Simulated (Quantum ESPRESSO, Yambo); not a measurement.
# SnSO (1T monolayer (Janus)): G0W0 with and without spin-orbit coupling, part 2 of 2

Is the spin-orbit change of the gap of SnSO (1T monolayer (Janus)) the same in DFT and in GW?

Quantum ESPRESSO 7.5 and Yambo 5.3.0; PBE and many-body steps on it, plane waves. Known limits of the many-body steps: not at the basis limit; no spin-orbit coupling in some runs.

So far. Step 4 (Scalar-relativistic): The gap on the mesh goes from 0.86 eV to 2.53 eV, a correction of +1.67 eV. Step 5 (Empty states on the mesh, 9×9×1 mesh, 192 bands): On this mesh the gap is 0.822 eV.

## Step 6: Conversion and set-up

This step: Yambo 5.3.0; conversion and set-up on PBE with spin-orbit coupling, plane waves, norm-conserving pseudopotentials.

The run is started by

```
(cd o/x.save; p2y > p2y.log; mv SAVE ../..); yambo > setup.log
```

What it wrote:

```text
 Yambo, version 5.3.0

 [02] CORE Variables Setup
 =========================

  [02.01] Unit cells
  ==================

  Cell kind             :  HCP
  Atoms in the cell     :  Sn  O  S
  number of Sn atoms    :  1
  number of O  atoms    :  1
  number of S  atoms    :  1

  List of atomic masses
  Mass of Sn    :  118.7100
  Mass of O     :  15.99900
  Mass of S     :  32.06000

  List of atomic coordinates    : [cc]
  Sn1       :   0.00000   0.00000  13.60122  order 1
  O1       : -0.75841E-10   3.7852       15.387      order 2
[...]
K/Q-points units:
 rlu = crystal or reduced units; cc = cartesian coordinates; iku = interal k-units

 Q [ 1]         [rlu]:  0.000000  0.000000  0.000000
 Q [ 2]         [rlu]:  0.20495E-17  0.11111       0.0000
 Q [ 3]         [rlu]:  0.40991E-17  0.22222       0.0000
[...]
Q [ 8]         [rlu]:  0.111111  0.333333  0.000000
 Q [ 9]         [rlu]:  0.111111  0.444444  0.000000
 Q [10]         [rlu]:  0.222222  0.222222  0.000000
 Q [11]         [rlu]:  0.222222  0.333333  0.000000
 Q [12]         [rlu]:  0.333333  0.333333  0.000000

  [03.01] X indexes
  =================

   [03.01.01] Sigma indexes
   ========================

 [06] Game Over & Game summary
```

The job ended after 5 s (1 MPI rank of Arm Neoverse V2, shared host; peak memory 0.26 GiB).

## Step 7: With spin-orbit coupling

This step: G0W0 on PBE with spin-orbit coupling, plane waves, norm-conserving pseudopotentials.

The input, gw3.in:

```
HF_and_locXC
gw0
dyson
ppa
em1d
rim_cut
rim_w
RandQpts= 3000000
RandGvec= 100 RL
CUTGeo= "slab z"
RandGvecW= 9 RL
EXXRLvcs= 84 Ry
VXCRLvcs= 336 Ry
Chimod= "HARTREE"
% BndsRnXp
 1 | 192 |
%
NGsBlkXp= 8 Ry
% LongDrXp
 1 | 1 | 0 |
%
% GbndRnge
 1 | 192 |
%
DysSolver= "n"
ExtendOut
PPAPntXp= 27.21138 eV
% QPkrange
 1 | 1 | 31 | 38 |
%
```

The run is started by

```
OMP_NUM_THREADS=1 mpirun -n 4 yambo -F gw3.in -J gw3 -C gw3 > gw3.log
```

What it wrote:

```text
 Yambo, version 5.3.0

 [02] CORE Variables Setup
 =========================

  [... cell, symmetries and grids as in the set-up ...]

  [02.05] Energies & Occupations
  ==============================

  [X] === General ===
  [X] Electronic Temperature                        :  0.000000  0.000000 [eV K]
  [X] Bosonic    Temperature                        :  0.000000  0.000000 [eV K]
  [X] Finite Temperature mode                       : no
  [X] El. density                                   :  0.23299E+24 [cm-3]
  [X] Fermi Level                                   : -0.821988 [eV]

  [X] === Gaps and Widths ===
  [X] Conduction Band Min                           :  0.822204 [eV]
  [X] Valence Band Max                              :  0.000000 [eV]
  [X] Filled Bands                                  :   34
  [X] Empty Bands                                   :   35  192
  [X] Direct Gap                                    :  0.822204 [eV]
  [X] Direct Gap localized at k                     :  1
  [X] Indirect Gap                                  :  0.822204 [eV]
  [X] Indirect Gap between kpts                     :  1  1
  [X] Last valence band width                       :  1.066160 [eV]
  [X] 1st conduction band width                     :  2.058967 [eV]

 [03] Transferred momenta grid and indexing
 ==========================================

 IBZ Q-points                                      :  12
 BZ  Q-points                                      :   81

 K/Q-points units:
 rlu = crystal or reduced units; cc = cartesian coordinates; iku = interal k-units

 Q [ 1]         [rlu]:  0.000000  0.000000  0.000000
 Q [ 2]         [rlu]:  0.20495E-17  0.11111       0.0000
 Q [ 3]         [rlu]:  0.40991E-17  0.22222       0.0000
[...]
Integrated volume       :  0.251868 [a.u.]

  [09.03] RIM integrals
  =====================

  Comparison between head Wc = W - v averages: < Wc > [au] RIM-W/RIM

   < -Wc [Q = 1] > 0.179753E-1 0.161538E-4 * < -Wc [Q = 2] > 0.004574 0.004478
   < -Wc [Q = 3] > 0.001069 0.001057 * < -Wc [Q = 4] > 0.399596E-3 0.396191E-3
   < -Wc [Q = 5] > 0.189230E-3 0.188119E-3 * < -Wc [Q = 6] > 0.001487 0.001468
   < -Wc [Q = 7] > 0.549497E-3 0.544723E-3 * < -Wc [Q = 8] > 0.250557E-3 0.249120E-3
   < -Wc [Q = 9] > 0.131912E-3 0.131378E-3 * < -Wc [Q = 10] > 0.279771E-3 0.278283E-3
   < -Wc [Q = 11] > 0.152882E-3 0.152355E-3 * < -Wc [Q = 12] > 0.946590E-4 0.944380E-4

  Comparison between head Wc = W - v averages: < Wc > [au] RIM-W/RIM

   < -Wc [G = 1,G`=0] > 0.179753E-1 0.161538E-4 * < -Wc [G = 2,G`=0] >-0.894069E-3  0.00000
   < -Wc [G = 3,G`=0] >-0.894104E-3  0.00000 * < -Wc [G = 4,G`=0] > 0.770772E-5  0.00000
   < -Wc [G = 5,G`=0] > 0.771121E-5  0.00000 * < -Wc [G = 6,G`=0] > 0.532554E-4  0.00000
   < -Wc [G = 7,G`=0] > 0.532488E-4  0.00000 * < -Wc [G = 8,G`=0] >-0.906509E-5  0.00000
   < -Wc [G = 9,G`=0] >-0.906462E-5  0.00000

 [10] G0W0 (W PPA)
 =================

 [  GW  ] Bands range     :    1  192
 [GW/PPA] G damping       :  0.100000 [eV]

 QP @ state[ 1 ] K range:  1  1
 QP @ state[ 1 ] b range:   31   38

  Sc/G bands                                       :    1  192
  Sc/G damping                                     :  0.100000 ev
  Sc bands terminator                              : no
  Sx RL components                                 :  12857

  QP @ state[ 1 ] K range                          :  1  1
  QP @ state[ 1 ] b range                          :   31   38
  GF energies kind                                 : Perdew, Burke & Ernzerhof(X)+Perdew, Burke & Ernzerhof(C)
  GF WF`s kind                                     : Perdew, Burke & Ernzerhof(X)+Perdew, Burke & Ernzerhof(C)
  Xs energies kind                                 : Perdew, Burke & Ernzerhof(X)+Perdew, Burke & Ernzerhof(C)
  Xs WF`s kind                                     : Perdew, Burke & Ernzerhof(X)+Perdew, Burke & Ernzerhof(C)

 [14] Game Over & Game summary
```

It took 27 min on 4 MPI ranks; peak memory 9.2 GiB; 1.8 h of CPU time.

Numbers from this step:

```
G0W0 gap on the points computed              : 2.489 eV
starting gap on the mesh                     : 0.8222 eV
k of the valence top                         : 0, 0, 0
k of the conduction bottom                   : 0, 0, 0
least direct G0W0 gap on the computed points : 2.489 eV
Z at the valence top                         : 0.7783
Z at the conduction bottom                   : 0.8055
```

Against G0W0 in Yambo (9×9×1 mesh, 96 bands, screening to 108.8 eV, Godby-Needs plasmon pole), the gap moves by −0.044 eV.

## Step 8: The runs together

Times are wall times on 4 MPI ranks of Arm Neoverse V2, shared host, good to a factor of about two.

```csv
run,mesh,bands,screening cutoff (eV),DFT gap (eV),gap on the mesh (eV),direct (eV),time
scalar-relativistic,9×9×1,96,108.8,0.859,2.533,2.533,6.2 min
with spin-orbit coupling,9×9×1,192,108.8,0.822,2.489,2.489,27 min
```

## Step 9: What came out

| Quantity | Value |
| --- | --- |
| scalar-relativistic | 2.533 eV |
| with spin-orbit coupling | 2.489 eV |
| known limits | not at the basis limit; no spin-orbit coupling in some runs |

In words: With spin-orbit coupling: −0.044 eV against scalar-relativistic, −0.037 eV of it in the start. Bands and cutoff are finite, so the gap is not at the basis limit. The miss can reach some tenths of an eV and take either sign; the mesh is an error of its own. In the G0W0 runs levels were corrected at 1 k point alone, so a gap called «on the mesh» is the least over those, and an edge elsewhere would be missed.

[Paths, hosts, dates, memory and timing lines, banners, echoed tables and standing remarks are left out of the program output.]

[Logs are printed without paths, hosts, clocks, repeated set-up lines and the standing remarks that a program may print on its own settings, such as how far it seeks lower states.]

[Runs of the session that timed out or met a known fault of the program may be left out.]

[Hosts, paths, dates, database ids (printed as entryN), source tags and the programs' standing remarks are cut or masked in the printed files.]
